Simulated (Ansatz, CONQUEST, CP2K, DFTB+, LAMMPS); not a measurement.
## Ionic liquid triethylsulfonium TFSI- with water at 300 K (120 atoms) in CONQUEST

Aim: run ionic liquid triethylsulfonium TFSI- with water at 300 K (120 atoms) in CONQUEST and see how near its forces come to a plane-wave reference, and at what cost.

Method: the method is named at each step, in CONQUEST 1.3.

**1. Starting point**

The cell holds 120 atoms: 24 C, 9 S, 51 H, 3 N, 15 O and 18 F. Cell: a = 11.473 Å, b = 11.473 Å, c = 11.473 Å, α = 90.0°, β = 90.0°, γ = 90.0°. 3 triethylsulfonium, 3 TFSI-, 3 H2O placed at random, at 1.38 g/cm³; overlaps pushed apart, then 10 ps at 700 K with MMFF94 bonds, angles, torsions, charges and radii (Halgren, J. Comput. Chem. 17, 490 (1996)) in harmonic and 12-6 forms; SPC/E water (Berendsen, Grigera and Straatsma, J. Phys. Chem. 91, 6269 (1987)); charges of ions scaled by 0.8. Snapshot after 30 ps at 300 K and fixed volume.

The yardstick, on the same geometry:

| Property | Result |
| --- | --- |
| method | Kohn-Sham DFT, PBE, PAW, plane waves (Ansatz 0.2.0); cutoff 420 eV, Γ point, fermi-dirac smearing of 0.05 eV; PAW set soft_2 |
| r.m.s. force component | 0.9794 eV/Å |
| longest force | 4.39 eV/Å |
| pressure | 1.003 GPa |
| gap (highest filled to lowest empty level) | 2.707 eV |
| SCF cycles | 11 |
| time | 9.8 s on 4 threads of Intel Xeon 6975P-C (Granite Rapids), shared host |
| CPU time | 30 s |

**2. PBE, grid 120 Ha**

Method: Kohn-Sham DFT, PBE, norm-conserving pseudopotentials, pseudo-atomic orbitals (double zeta with polarisation), diagonalisation.

The .ion files beside the input carry potential, basis and functional.

File Conquest_input:

```
IO.Title cell
IO.Coordinates coords.dat
IO.FractionalAtomicCoords T
IO.Iprint 1
General.NumberOfSpecies 6
AtomMove.TypeOfRun static
AtomMove.CalcStress T
Grid.GridCutoff 120
DM.SolutionMethod diagon
SC.MaxIters 100
SC.LinearMixingFactor 0.3
minE.SCTolerance 1e-06
Diag.kT 0.001837
Diag.MPMesh T
Diag.GammaCentred T
Diag.MPMeshX 1
Diag.MPMeshY 1
Diag.MPMeshZ 1
%block ChemicalSpeciesLabel
1 12.011 C
2 32.060 S
3 1.008 H
4 14.007 N
5 15.999 O
6 18.998 F
%endblock
```

File coords.dat:

```
21.680072 0.000000 0.000000
0.000000 21.680072 0.000000
0.000000 0.000000 21.680072
120
0.54147 0.15384 0.68247 1 T T T
0.62721 0.19548 0.59882 1 T T T
0.59252 0.35109 0.55992 2 T T T
0.74070 0.39097 0.51655 1 T T T
0.73618 0.51439 0.46046 1 T T T
0.53446 0.32363 0.41712 1 T T T
0.41324 0.26697 0.41278 1 T T T
0.55820 0.06403 0.70991 3 T T T
0.54518 0.21166 0.75836 3 T T T
0.45582 0.16293 0.64145 3 T T T
0.62756 0.14437 0.51917 3 T T T
0.70758 0.20328 0.64029 3 T T T
0.78570 0.33665 0.45378 3 T T T
0.78638 0.39539 0.59752 3 T T T
0.82207 0.55490 0.45827 3 T T T
0.70410 0.51322 0.37458 3 T T T
0.68232 0.58137 0.51270 3 T T T
0.59389 0.27371 0.36751 3 T T T
0.52013 0.41243 0.37993 3 T T T
0.36076 0.30127 0.48605 3 T T T
0.41152 0.16715 0.41864 3 T T T
0.36632 0.28670 0.33257 3 T T T
0.54345 0.87134 0.89948 1 T T T
0.51679 0.79795 0.79165 1 T T T
0.43058 0.67077 0.82718 2 T T T
0.39485 0.65740 0.67491 1 T T T
0.30680 0.55478 0.65991 1 T T T
0.54703 0.55932 0.81684 1 T T T
0.60653 0.54579 0.93296 1 T T T
0.45750 0.88982 0.94034 3 T T T
0.59602 0.82636 0.96356 3 T T T
0.57794 0.95200 0.86986 3 T T T
0.48154 0.86372 0.72833 3 T T T
0.59478 0.76406 0.74076 3 T T T
0.35452 0.74017 0.64324 3 T T T
0.47672 0.65001 0.62849 3 T T T
0.23748 0.56788 0.71831 3 T T T
0.27221 0.57617 0.57278 3 T T T
0.34649 0.47140 0.67294 3 T T T
0.51261 0.47430 0.79474 3 T T T
0.60311 0.58295 0.75228 3 T T T
0.54024 0.51911 0.00026 3 T T T
0.67458 0.47940 0.93018 3 T T T
0.65412 0.62556 0.96047 3 T T T
0.24832 0.96470 0.61226 1 T T T
0.16575 0.06594 0.63530 1 T T T
0.14118 0.15044 0.49930 2 T T T
0.02135 0.24078 0.55910 1 T T T
0.06316 0.32838 0.65343 1 T T T
0.05458 0.04332 0.42472 1 T T T
0.98920 0.10429 0.32050 1 T T T
0.22900 0.90705 0.53983 3 T T T
0.24972 0.91610 0.69112 3 T T T
0.33615 0.99372 0.59003 3 T T T
0.18320 0.12063 0.70477 3 T T T
0.08055 0.02402 0.65489 3 T T T
[... 60 atom lines left out ...]
0.35226 0.55302 0.25639 3 T T T
0.25102 0.25767 0.05903 5 T T T
0.19664 0.18968 0.05474 3 T T T
0.22168 0.31466 0.11810 3 T T T
```

The run is started by

```bash
$ OMP_NUM_THREADS=1 mpirun -np 4 Conquest > output.txt
```

Numbers of over 12 decimals in the logs are rounded to 6 here.

Conquest_out:

```text
      Simulation cell dimensions:    21.6801 a0 x    21.6801 a0 x    21.6801 a0
        This calculation includes non-local pseudopotentials,
         with a maximum core radius of      6.72726398
    Job title: cell
    Job to be run: static calculation
    Ground state search:
      Support functions represented with PAO basis
      1:1 PAO to SF mapping
      Non-spin-polarised electrons
      Solving for the K matrix using diagonalisation
      Using Fermi-Dirac smearing
    Integration grid size:    108 x  108 x  108
    Integration grid spacing:  0.201 a0 x 0.201 a0 x 0.201 a0
    Number of species:  6
    --------------------------------------------------------
    |   #  mass (au)  Charge (e)  SF Rad (a0)  NSF  Label  |
    --------------------------------------------------------
    |   1     12.011       4.000        6.624   13  C      |
    |   2     32.060       6.000        6.424   13  S      |
    |   3      1.008       1.000        7.026    5  H      |
    |   4     14.007       5.000        5.822   13  N      |
    |   5     15.999       6.000        5.219   13  O      |
    |   6     18.998       7.000        4.818   13  F      |
    --------------------------------------------------------
          SCF tolerance:                 0.00000100
          SCF iterations:               100
    The calculation will be performed on     4 processes
    The calculation will be performed on     1 thread
    Using the default matrix multiplication kernel
    The functional used will be GGA PBE96
    set_atom_dens: In set_atomic_density, electrons :     432.000000000000
    PulayMixSC: Starting Pulay mixing, A_up =  0.300 A_dn =  0.300
    PulayMixSC: Spin non-polarised calculation.
          Harris-Foulkes Energy            :      -997.674771 Ha
    PulayMixSC: Pulay iteration     1 residual:              0.27114E-02
          Harris-Foulkes Energy            :      -995.723085 Ha
    PulayMixSC: Pulay iteration     2 residual:              0.12686E-02
          Harris-Foulkes Energy            :      -995.542697 Ha
    PulayMixSC: Pulay iteration     3 residual:              0.77766E-03
          Harris-Foulkes Energy            :      -995.483615 Ha
    PulayMixSC: Pulay iteration     4 residual:              0.15266E-03
          Harris-Foulkes Energy            :      -995.481640 Ha
    PulayMixSC: Pulay iteration     5 residual:              0.48939E-04
          Harris-Foulkes Energy            :      -995.481225 Ha
    PulayMixSC: Pulay iteration     6 residual:              0.22233E-04
          Harris-Foulkes Energy            :      -995.481153 Ha
    PulayMixSC: Pulay iteration     7 residual:              0.73762E-05
          Harris-Foulkes Energy            :      -995.481148 Ha
    PulayMixSC: Pulay iteration     8 residual:              0.29253E-05
          Harris-Foulkes Energy            :      -995.481147 Ha
    PulayMixSC: Pulay iteration     9 residual:              0.10587E-05
          Harris-Foulkes Energy            :      -995.481147 Ha
    PulayMixSC: Pulay iteration    10 residual:              0.42811E-06
    PulayMixSC: Reached SCF tolerance of  0.42811E-06 after     10 iterations
      | Number of electrons      =       432.000171
      |* Harris-Foulkes energy   =      -995.481147 Ha
      |* DFT total energy        =      -995.481147 Ha
    force: Forces on atoms (Ha/a0)
    force:  Atom   X              Y              Z
    force:     1  -0.0232887996   0.0029247528   0.0148684326
    force:     2  -0.0229977996   0.0213318329  -0.0189545964
    force:     3   0.0232140269  -0.0333172246  -0.0161847774
    force:     4  -0.0200733820   0.0537314295  -0.0164970833
    force:     5  -0.0086220868   0.0121031998   0.0581145420
    force:     6  -0.0526462220   0.0245234278  -0.0045013315
    force:     7   0.0018367912  -0.0273937820   0.0254124682
    force:     8   0.0009132848  -0.0090750027   0.0015765651
    force:     9  -0.0048574480  -0.0001476955   0.0150334825
    force:    10  -0.0149691344  -0.0071558062   0.0033751860
    force:    11   0.0068714279  -0.0036909781  -0.0165508938
    force:    12   0.0521696132   0.0002726130   0.0159937018
    force:    13  -0.0013270237  -0.0246241181  -0.0081019716
    force:    14   0.0172367673  -0.0017079240   0.0266087583
    force:    15   0.0157886561   0.0005089441  -0.0033636732
    force:    16  -0.0144973415  -0.0009737035  -0.0386388306
    force:    17   0.0078112199  -0.0192300737  -0.0093206547
    force:    18   0.0312394672  -0.0153623338  -0.0202177329
    force:    19   0.0080985164  -0.0011800730  -0.0019586384
    force:    20  -0.0071141759   0.0012389131   0.0022915959
    force:    21   0.0079918875   0.0196834183   0.0023893572
    force:    22  -0.0007402014   0.0096389066  -0.0128071628
    force:    23  -0.0302139951  -0.0274636982  -0.0026394172
    force:    24   0.0390088375   0.0258769055   0.0049939827
[...]
force:   113   0.0001840316  -0.0028693204   0.0136889426
    force:   114  -0.0019917456   0.0090472265  -0.0203169268
    force:   115   0.0125403731  -0.0034501536   0.0022412761
    force:   116  -0.0181325015   0.0094527506   0.0055071132
    force:   117   0.0084714039  -0.0109401710  -0.0127884409
    force:   118   0.0064391379  -0.0036084198   0.0039512372
    force:   119   0.0006199163   0.0184768631   0.0048806285
    force:   120  -0.0025205575  -0.0140290109  -0.0140691326
    force: Maximum force :        0.07168204(Ha/a0) on atom        28 in z direction
    force: Force Residual:        0.03432557 Ha/a0
    force: Total stress:         -3.08600003    -1.50588741    -3.07973732 GPa
    force: Average pressure:      2.55720825 GPa
    get_E_and_F: Change in energy during last step of electronic optimisation:  0.14568E-06
```

Run time: 70 s. Hardware: 4 MPI ranks of Intel Xeon 6975P-C (Granite Rapids), shared host; peak memory 7 GiB; 4.7 min of CPU time.

Banners, paths, timers and routine set-up lines are dropped from the logs unmarked, and long logs keep their key lines alone; longer cuts are marked.

Against the reference:

* r.m.s. force component: 1.019 eV/Å
* r.m.s. difference of force components: 299.3 meV/Å
* longest difference of force vectors: 841 meV/Å
* force difference over r.m.s. force: 30.56 %
* slope of forces against the reference's: 0.9946
* correlation of force components: 0.9559
* gap (highest filled to lowest empty level): 2.47 eV
* gap difference: -0.2365 eV
* pressure: 2.557 GPa
* pressure difference: 1.554 GPa

This run lies far from the reference in forces at the same functional.

Length of the force difference by element (eV/Å):

| element | atoms | mean | most |
| --- | --- | --- | --- |
| C | 24 | 0.48 | 0.68 |
| F | 18 | 0.49 | 0.59 |
| H | 51 | 0.48 | 0.77 |
| N | 3 | 0.48 | 0.51 |
| O | 15 | 0.67 | 0.84 |
| S | 9 | 0.40 | 0.61 |

Levels nearest the highest filled one (eV from it): -1.23, -1.22, -0.96, -0.94, -0.88, -0.83, -0.68, -0.53, -0.46, -0.23, -0.13, 0.00, 2.47, 2.57, 2.90, 3.17, 3.29, 3.48, 4.40, 4.77, 4.87, 4.97, 5.00, 5.16.

The surroundings of N97, one of the 3 N atoms, nearest first, numbered as they follow in the input and with coordinates relative to it.

| atom | x | y | z | distance (Å) | bonds | Fx | Fy | Fz (eV/Å) |
| --- | --- | --- | --- | --- | --- | --- | --- | --- |
| N97 | 0.00 | 0.00 | 0.00 | 0.00 | 2 | -0.68 | -0.20 | -0.40 |
| S105 | 0.88 | 1.27 | 0.43 | 1.60 | 4 | 1.53 | 0.74 | -0.18 |
| S98 | -1.36 | -0.06 | 0.86 | 1.61 | 4 | 0.14 | -1.67 | 2.67 |
| O100 | -2.01 | -1.38 | 0.81 | 2.57 | 1 | 0.62 | 0.56 | -0.78 |
| O106 | 2.08 | 1.49 | -0.32 | 2.58 | 1 | 0.63 | -0.92 | -1.24 |
| O107 | 0.20 | 2.53 | 0.70 | 2.63 | 1 | -1.32 | 0.52 | 0.91 |
| F109 | 1.04 | -0.63 | 2.33 | 2.63 | 1 | 2.02 | 1.04 | -0.12 |
| O99 | -1.28 | 0.44 | 2.26 | 2.64 | 1 | -0.36 | 0.34 | -1.34 |
| C108 | 1.59 | 0.64 | 2.02 | 2.65 | 4 | -0.81 | -0.33 | 1.08 |
| C101 | -2.43 | 1.07 | -0.07 | 2.66 | 4 | -1.88 | 1.90 | -2.80 |

Forces lie 31 % from the reference's, at 9.3 times its CPU time.

**3. PBE, grid 40 Ha**

Method: Kohn-Sham DFT, PBE, norm-conserving pseudopotentials, pseudo-atomic orbitals (double zeta with polarisation), diagonalisation.

Conquest_input, as its differences from that of step 2:

```diff
@@ -7,3 +7,3 @@
 AtomMove.CalcStress T
-Grid.GridCutoff 120
+Grid.GridCutoff 40
 DM.SolutionMethod diagon
```

coords.dat is that of step 2.

The run is started by

```bash
$ OMP_NUM_THREADS=1 mpirun -np 2 Conquest > output.txt
```

Conquest_out:

```text
      Simulation cell dimensions:    21.6801 a0 x    21.6801 a0 x    21.6801 a0
        This calculation includes non-local pseudopotentials,
         with a maximum core radius of      6.72726398
    Job title: cell
    Job to be run: static calculation
    Ground state search:
      Support functions represented with PAO basis
      1:1 PAO to SF mapping
      Non-spin-polarised electrons
      Solving for the K matrix using diagonalisation
      Using Fermi-Dirac smearing
    Integration grid size:     64 x   64 x   64
[... lines left out ...]
    The functional used will be GGA PBE96
[... lines left out ...]
          Harris-Foulkes Energy            :      -995.844406 Ha
    PulayMixSC: Pulay iteration     3 residual:              0.77515E-03
[...]
Harris-Foulkes Energy            :      -995.782518 Ha
    PulayMixSC: Pulay iteration     9 residual:              0.10301E-05
          Harris-Foulkes Energy            :      -995.782518 Ha
    PulayMixSC: Pulay iteration    10 residual:              0.41350E-06
    PulayMixSC: Reached SCF tolerance of  0.41350E-06 after     10 iterations
      | Number of electrons      =       432.000316
      |* Harris-Foulkes energy   =      -995.782518 Ha
      |* DFT total energy        =      -995.782518 Ha
    force: Forces on atoms (Ha/a0)
    force:  Atom   X              Y              Z
    force:     1  -0.0225568205   0.0033913678   0.0155106730
    force:     2  -0.0234260949   0.0212368073  -0.0193203703
    force:     3   0.0230904577  -0.0330734156  -0.0165808479
[...]
force:   119   0.0006165906   0.0146636147   0.0048129405
    force:   120  -0.0053412282  -0.0143366583  -0.0133225495
    force: Maximum force :        0.10044280(Ha/a0) on atom        76 in y direction
    force: Force Residual:        0.05267521 Ha/a0
    force: Total stress:         -4.14150493    -2.49437321    -4.19972230 GPa
    force: Average pressure:      3.61186681 GPa
    get_E_and_F: Change in energy during last step of electronic optimisation:  0.14488E-06
```

The job ended after 65 s (2 MPI ranks; peak memory 2.3 GiB; 2.2 min of CPU time).

Numbers from this run, and their distance from the reference:

| Property | Result |
| --- | --- |
| r.m.s. force component | 1.564 eV/Å |
| r.m.s. difference of force components | 1237 meV/Å |
| longest difference of force vectors | 7277 meV/Å |
| force difference over r.m.s. force | 126.3 % |
| slope of forces against the reference's | 0.9766 |
| correlation of force components | 0.612 |
| gap (highest filled to lowest empty level) | 2.486 eV |
| gap difference | -0.2209 eV |
| pressure | 3.612 GPa |
| pressure difference | 2.609 GPa |
| energy less the same-level run's | -68.34 meV/atom |
| r.m.s. force difference from the same-level run | 1247 meV/Å |

This is a coarse setting, run to see what it loses.

Against the first run (31 %), the force difference from the reference is 126 %, at 0.46 times the CPU time (on 2 against 4 cores): the grid matters here.

The difference per atom is largest on O (5.3 eV/Å on average, against 2.0 on F). The forces add up to 15 eV/Å instead of zero, usually a sign of too coarse a grid.

**4. Side by side**

Differences are against the plane-wave reference, forces as r.m.s. over components; share is that over the reference's r.m.s. force, slope the least-squares factor from reference forces to these. Total energies of different programs have different zeros and aren't compared.

| run | Δ force, r.m.s. (meV/Å) | share (%) | slope | Δ pressure (GPa) | Δ gap (eV) | cores | CPU time | memory (GiB) |
| --- | --- | --- | --- | --- | --- | --- | --- | --- |
| reference | - | - | - | - | - | 4 | 30 s | 1.8 |
| CONQUEST PBE, grid 120 Ha | 299 | 30.6 | 0.995 | 1.55 | -0.236 | 4 | 4.7 min | 7.0 |
| CONQUEST PBE, grid 40 Ha (coarse) | 1237 | 126 | 0.977 | 2.61 | -0.221 | 2 | 2.2 min | 2.3 |

Rows marked coarse were listed beforehand as settings not expected to be converged; some can still land near the reference.

CPU time is summed over cores on a shared host, where runs went side by side, so it is rough. Symmetry, cutoffs, thresholds, outputs and thread counts weren't matched or tuned between programs; memory under MPI is the largest rank's times the ranks.

Within one program, basis, potentials and functional, energies share a zero. Each run against its twin at the usual cutoff or grid and solver:

| run | twin | Δ energy (meV/atom) | Δ force, r.m.s. (meV/Å) | CPU time over the twin's |
| --- | --- | --- | --- | --- |
| CONQUEST PBE, grid 40 Ha | grid 120 Ha | -68.3 | 1247 | 0.46 (this twin ran on 4 cores) |

**5. What came out**

- nearest in forces: CONQUEST PBE, grid 120 Ha, 31 %
- its CPU time: 4.7 min

In words: The PBE run in local orbitals, coarse settings apart, differs by 31 % (CONQUEST PBE, grid 120 Ha); basis, grid and potentials can all enter. Runs with settings chosen to be coarse differ by 126 % (CONQUEST PBE, grid 40 Ha), their programs' other errors included. None of the electronic-structure runs in the table takes under half the reference's CPU time of 30 s; they take 4.3 to 9.3 times as much. At the same functional, gaps differ from the reference's 2.71 eV by between -0.24 and -0.22 eV. In pressure, CONQUEST PBE, grid 40 Ha misses by +2.6 GPa, at the same functional. With short bonds to hydrogen, sets of potentials differ among themselves by several per cent in forces even at converged cutoffs, so the reference isn't exact here either. The network of contacts between molecules at the start is that of the classical potential that made the cell, and needn't be the one that DFT or experiment would give. The reference's PBE has no dispersion term, which matters for the binding between molecules or layers. The density was typed from a rule of thumb and may lie off the real one at this temperature. The electronic-structure runs sample only Γ, in a cell whose shortest periodic width is 11 Å.

[Also dropped from logs without a mark: logging warnings of Python, and SIESTA's first energy breakdown and zero terms.]

[Logs are printed without paths, hosts, clocks, repeated set-up lines and the standing remarks that a program may print on its own settings, such as how far it seeks lower states.]

[Hosts, paths, dates, database ids (printed as entryN), source tags and the programs' standing remarks are cut or masked in the printed files.]

[The MMFF94 radii named for the starting cell were scaled by 0.96; in molecules described by MMFF94, hydrogen bound to N, O or S took a small fixed 12-6 site in their place.]
